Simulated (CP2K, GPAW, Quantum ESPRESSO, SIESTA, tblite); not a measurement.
# (11,0) carbon nanotube bundle (176 atoms): one structure in several programs

Aim: run (11,0) carbon nanotube bundle (176 atoms) in several programs and set results and cost side by side. A plane-wave run serves as the reference.

Method: Kohn-Sham DFT, PBE, SSSP efficiency 1.3.0 pseudopotentials, plane waves, in Quantum ESPRESSO 7.5.

## 1. Starting point

The cell holds 176 atoms: 176 C. Its edges and angles: a = 11.913 Å, b = 11.913 Å, c = 17.043 Å, α = 90.0°, β = 90.0°, γ = 120.0°. It derives from C (graphene). Graphene sheet (a = 2.46 Å) rolled into a (11,0) tube of diameter 8.61 Å, 4 periods, hexagonal bundle with 3.3 Å between walls; then minimised and run for 3 ps at 600 K (NVT) with a classical potential, last frame taken. Then every atom was moved at random, 0.03 Å r.m.s. a Cartesian component. The structure's axis is c.

## 2. The reference run

Input file pw.in:

```
&control
  calculation = 'scf'
  pseudo_dir = './pseudo'
  outdir = './tmp'
  disk_io = 'none'
  tprnfor = .true.
  tstress = .true.
/
&system
  ibrav = 0
  nat = 176
  ntyp = 1
  ecutwfc = 45
  ecutrho = 360
  nosym = .true.
  occupations = 'smearing'
  smearing = 'fd'
  degauss = 0.003675
/
&electrons
  conv_thr = 8.8e-07
  electron_maxstep = 100
  mixing_beta = 0.2
  mixing_mode = 'local-TF'
  diagonalization = 'david'
/
ATOMIC_SPECIES
C 12.011 C.upf
CELL_PARAMETERS angstrom
11.91347 0.00000 0.00000
-5.95673 10.31736 0.00000
0.00000 0.00000 17.04338
ATOMIC_POSITIONS crystal
C 0.23007 0.79969 0.07890
C 0.29193 0.91843 0.04057
C 0.34586 0.03257 0.07671
C 0.39396 0.15315 0.03979
C 0.32042 0.92520 0.20634
C 0.36423 0.04006 0.15966
C 0.39999 0.26231 0.08151
C 0.36921 0.34179 0.04135
C 0.39776 0.15274 0.20153
C 0.41975 0.27313 0.16510
C 0.30503 0.39801 0.08612
C 0.21417 0.40532 0.04253
[... 160 atom lines left out ...]
C 0.89703 0.58592 0.95400
C 0.00823 0.61981 0.91590
C 0.14210 0.69468 0.95944
C 0.23234 0.81546 0.91603
K_POINTS gamma
```

Command:

```console
OMP_NUM_THREADS=1 mpirun -np 4 pw.x -in pw.in > output.txt
```

Output:

```text
Program PWSCF
     gamma-point specific algorithms are used
     one sub-group per band group will be used
     scalapack distributed-memory algorithm (size of sub-group:  2*  2 procs)
     Parallelization info
     sticks:   dense  smooth     PW     G-vecs:    dense   smooth      PW
     Min        3135    1576    389               407593   144136   17994
     Max        3138    1579    398               407606   144140   17998
     Sum       12547    6307   1573              1630401   576551   71985
     bravais-lattice index     =            0
     lattice parameter (alat)  =      22.5132  a.u.
     unit-cell volume          =   14137.0628 (a.u.)^3
     number of atoms/cell      =          176
     number of atomic types    =            1
[... lines left out ...]
     scf convergence threshold =      8.8E-07
[... lines left out ...]
     number of k points=     1  Fermi-Dirac smearing, width (Ry)=  0.0037
[... lines left out ...]
     total energy              =   -3248.89588474 Ry
[... lines left out ...]
     total energy              =   -3240.18847393 Ry
[... lines left out ...]
     total energy              =   -3242.81793331 Ry
[... lines left out ...]
     c_bands:  1 eigenvalues not converged
[... lines left out ...]
     total energy              =   -3242.71280752 Ry
[... lines left out ...]
     total energy              =   -3242.71280896 Ry
[... lines left out ...]
     7.8175   8.1506   8.3261   8.4502   8.5399   8.6956   8.7531   8.8167
     8.8578   8.9022   8.9844   9.0237   9.0591   9.0965   9.1526   9.1968
     9.2085   9.2583   9.2839   9.3300   9.3615   9.3985
     the Fermi energy is     4.2334 ev
!    total energy              =   -3242.71280947 Ry
     total all-electron energy =    -13409.194026 Ry
     estimated scf accuracy    <       0.00000062 Ry
     smearing contrib. (-TS)   =      -0.00045074 Ry
     internal energy E=F+TS    =   -3242.71235873 Ry
     The total energy is F=E-TS. E is the sum of the following terms:
     one-electron contribution =   -2336.64478733 Ry
     hartree contribution      =    1463.83234224 Ry
     xc contribution           =    -818.17573384 Ry
     ewald contribution        =    -466.17521178 Ry
     one-center paw contrib.   =   -1085.54896802 Ry
     convergence has been achieved in  17 iterations
     negative rho (up, down):  1.038E-04 0.000E+00
     Forces acting on atoms (cartesian axes, Ry/au):
     atom    1 type  1   force =     0.00721113    0.04566624   -0.02310325
     atom    2 type  1   force =     0.04183412   -0.01623220    0.03022119
     atom    3 type  1   force =     0.04680915    0.11846168    0.16831718
[...]
atom  175 type  1   force =    -0.15641996    0.01485852   -0.10906409
     atom  176 type  1   force =     0.02299034   -0.09030477    0.02208442
     Total force =     2.002348     Total SCF correction =     0.001385
     Computing stress (Cartesian axis) and pressure
     negative rho (up, down):  1.038E-04 0.000E+00
          total   stress  (Ry/bohr**3)                   (kbar)     P=       63.68
   0.00050887   0.00002176   0.00003674           74.86        3.20        5.40
   0.00002176   0.00042283   0.00000295            3.20       62.20        0.43
   0.00003674   0.00000295   0.00036705            5.40        0.43       53.99
     Message from routine punch:
     Nothing written, as per user request (disk_io='none')
```

Wall time 7.2 min (4 MPI ranks of Arm Neoverse V1, shared host); peak memory 8.4 GiB.

Banners, paths, timers and routine set-up lines are dropped from the logs unmarked, and long logs keep their key lines alone; longer cuts are marked.

Numbers from this run:

| Item | Value |
| --- | --- |
| r.m.s. force component | 2.24 eV/Å |
| longest force | 10.73 eV/Å |
| pressure | 6.368 GPa |
| gap (highest filled to lowest empty level) | 0.5747 eV |

## 3. Structure statistics

Density 1.68 g/cm³, 11.90 Å³ an atom.

Pair distribution function in bins of 0.1 Å:

```csv
r (Å),total
1.15,0.00
1.25,0.20
1.35,5.38
1.45,7.60
1.55,0.96
1.65,0.00
1.75,0.00
1.85,0.00
1.95,0.00
2.05,0.00
2.15,0.02
2.25,0.10
2.35,2.34
2.45,5.06
2.55,1.93
2.65,0.26
2.75,1.31
2.85,1.65
2.95,0.41
3.05,0.01
3.15,0.04
3.25,0.04
3.35,0.09
3.45,0.25
3.55,0.71
3.65,1.43
3.75,2.17
3.85,0.76
3.95,0.47
4.05,0.82
4.15,1.59
4.25,1.56
4.35,0.85
4.45,0.61
4.55,0.72
4.65,0.85
4.75,0.92
4.85,1.47
4.95,1.44
5.05,1.26
5.15,1.04
5.25,0.62
5.35,0.62
5.45,0.94
```

Bonds by pair of elements; cutoffs follow the first minimum of g(r), held within bounds set by covalent radii, and pairs that aren't listed don't count as bonded:

```csv
pair A-B,cutoff (Å),bonds,mean length (Å),spread (Å),shortest (Å),B about A,A about B
C-C,1.85,264,1.42,0.054,1.28,3,3
```

How many atoms have how many bonded neighbours:

```csv
element,mean,3
C,3,176
```

Rings of the network by King's shortest-path rule, up to 12 atoms, one path for each pair of neighbours; H, halogens, alkali and alkaline-earth atoms are left out, and the last column divides by all other atoms, bonded or not:

```csv
ring size (atoms),rings,per network atom
6,88,0.5
```

## 4. The ladder

The programs:
- CP2K 2026.2: Gaussian basis with GTH pseudopotentials and a plane-wave density; labels give functional, basis (MOLOPT sets; SR short-range, UZH the newer set with its own potentials), grid cutoff/relative cutoff and solver (OT: orbital transformation; TRS4, TC2, SIGN: linear-scaling purification with its sparsity filter), or its built-in tight binding.
- GPAW 26.7.0: PAW with atomic orbitals (LCAO), plane waves or a real-space grid of spacing h.
- SIESTA 5.4.2: numerical atomic orbitals, whose automatically made sets are far from complete, with PseudoDojo norm-conserving potentials that we converted to its format (checked against plane waves on the same files for H, C, O, Si, Ge and Ca alone); labels give functional, basis size, energy shift and mesh cutoff.
- tblite 0.8.0: extended tight binding, driven from Python.

All use the same cell and atoms; the electronic-structure runs use the same k-mesh, and an electronic temperature of 580 K (0.05 eV) where levels are smeared.

Differences are against the plane-wave reference, forces as r.m.s. over components; share is that over the reference's r.m.s. force, slope the least-squares factor from reference forces to these. Total energies of different programs have different zeros and aren't compared.

```csv
run,"Δ force, r.m.s. (meV/Å)",share (%),slope,Δ pressure (GPa),Δ gap (eV),cores,CPU time,memory (GiB)
reference,-,-,-,-,-,4,29 min,8.4
"CP2K PBE+D3(BJ), DZVP-MOLOPT-SR, 450/50 Ry, diagonalisation",64.8,2.89,1.020,0.251,0.0084,4,17 min,6.4
"CP2K PBE, DZVP-MOLOPT-SR, 450/50 Ry, diagonalisation",38.6,1.72,1.013,0.540,0.0084,4,15 min,6.3
"CP2K PBE, SZV-MOLOPT-SR, 450/50 Ry, diagonalisation (coarse)",625,27.9,1.271,7.45,0.116,2,7.2 min,4.7
"CP2K PBE, TZVP-MOLOPT, 450/50 Ry, diagonalisation",16.2,0.723,1.001,0.221,0.0048,4,3.4 h,7.4
"CP2K PBE, TZVP-UZH, 450/50 Ry, diagonalisation",32.0,1.43,1.011,0.721,0.0105,4,27 min,6.9
"CP2K revPBE, PBE potentials, DZVP-MOLOPT-SR, 450/50 Ry, diagonalisation",31.0,1.38,1.010,1.08,0.0054,4,16 min,6.3
"GPAW PBE, LCAO dzp, h 0.2 Å",187,8.36,1.057,-,0.0043,4,8.3 min,3.7
"GPAW PBE, LCAO szp(dzp), h 0.2 Å (coarse)",407,18.2,1.057,-,-0.0105,2,3.4 min,1.9
"SIESTA PBE, DZ, shift 0.01 Ry, mesh 300 Ry (coarse)",381,17.0,1.145,7.16,0.0727,2,2.7 min,1.1
"SIESTA PBE, DZP, shift 0.01 Ry, mesh 300 Ry",319,14.2,1.101,6.65,0.001,4,8.3 min,2.3
tblite GFN1-xTB,148,6.60,0.979,-2.40,-,1,5.5 s,0.16
tblite GFN2-xTB,156,6.97,0.970,-4.74,-,1,17 s,0.17
```

Rows marked coarse were listed beforehand as settings not expected to be converged; some can still land near the reference.

CPU time is summed over cores on a shared host, where runs went side by side, so it is rough. Symmetry, cutoffs, thresholds, outputs and thread counts weren't matched or tuned between programs; memory under MPI is the largest rank's times the ranks.

## 5. Outcome

* reference r.m.s. force component: 2.24 eV/Å
* nearest in forces: CP2K PBE, TZVP-MOLOPT, 450/50 Ry, diagonalisation, 0.72 %
* farthest in forces: CP2K PBE, SZV-MOLOPT-SR, 450/50 Ry, diagonalisation (coarse), 28 %
* cheapest electronic-structure run beside the reference: tblite GFN1-xTB, 5.5 s of CPU time

What this shows: The PBE runs in local orbitals, coarse settings apart, differ by 0.72 % (CP2K PBE, TZVP-MOLOPT, 450/50 Ry, diagonalisation) to 14 % (SIESTA PBE, DZP, shift 0.01 Ry, mesh 300 Ry); basis, grid and potentials can all enter. Tight binding differs by 6.6 % (tblite GFN1-xTB) to 7.0 % (tblite GFN2-xTB); it is another model, with fitted parameters of its own, and the xTB methods hold dispersion. Rows with another functional or a dispersion term differ by 1.4 % (CP2K revPBE, PBE potentials, DZVP-MOLOPT-SR, 450/50 Ry, diagonalisation) to 2.9 % (CP2K PBE+D3(BJ), DZVP-MOLOPT-SR, 450/50 Ry, diagonalisation), which mixes the change of model with differences of basis and potentials, some of them made for another functional. Runs with settings chosen to be coarse differ by 17 % (SIESTA PBE, DZ, shift 0.01 Ry, mesh 300 Ry) to 28 % (CP2K PBE, SZV-MOLOPT-SR, 450/50 Ry, diagonalisation), their programs' other errors included. Of the electronic-structure runs that take under half the reference's CPU time, tblite GFN1-xTB comes nearest, at 6.6 % in 5.5 s against 29 min; its pressure misses by -2.4 GPa. CP2K PBE, SZV-MOLOPT-SR, 450/50 Ry, diagonalisation stiffens the forces by a factor of 1.27 while following their directions (correlation 0.999); the slopes of the 6 CP2K runs lie between 1.00 and 1.27. At the same functional, gaps differ from the reference's 0.575 eV by between -0.01 and +0.12 eV. These are spacings on the run's k-points, which needn't hold the band edges. In pressure, CP2K PBE, SZV-MOLOPT-SR, 450/50 Ry, diagonalisation misses by +7.5 GPa, at the same functional. In the reference: filled and empty levels are parted by 0.575 eV on the run's k-points; the mesh holds the band edges only if they fold onto it, so the gap at this level can be narrower or closed, while semilocal functionals tend to narrow gaps against experiment. In the reference: By these cutoffs all C atoms have 3 bonded neighbours. Periodic xTB results under one method name differ between programs and library versions. The reference's pressure holds the uncorrected Pulay stress of its 45 Ry basis, so small pressure differences, and their order, may be the reference's own error. The reference's pressure of 6.4 GPa belongs to a cell and atoms that aren't relaxed at this level. The electronic-structure runs sample only Γ, in a cell whose shortest periodic width is 10 Å.

[Also dropped from logs without a mark: logging warnings of Python, and SIESTA's first energy breakdown and zero terms.]

[Logs are printed without paths, hosts, clocks, repeated set-up lines and the standing remarks that a program may print on its own settings, such as how far it seeks lower states.]

[Hosts, paths, dates, database ids (printed as entryN), source tags and the programs' standing remarks are cut or masked in the printed files.]
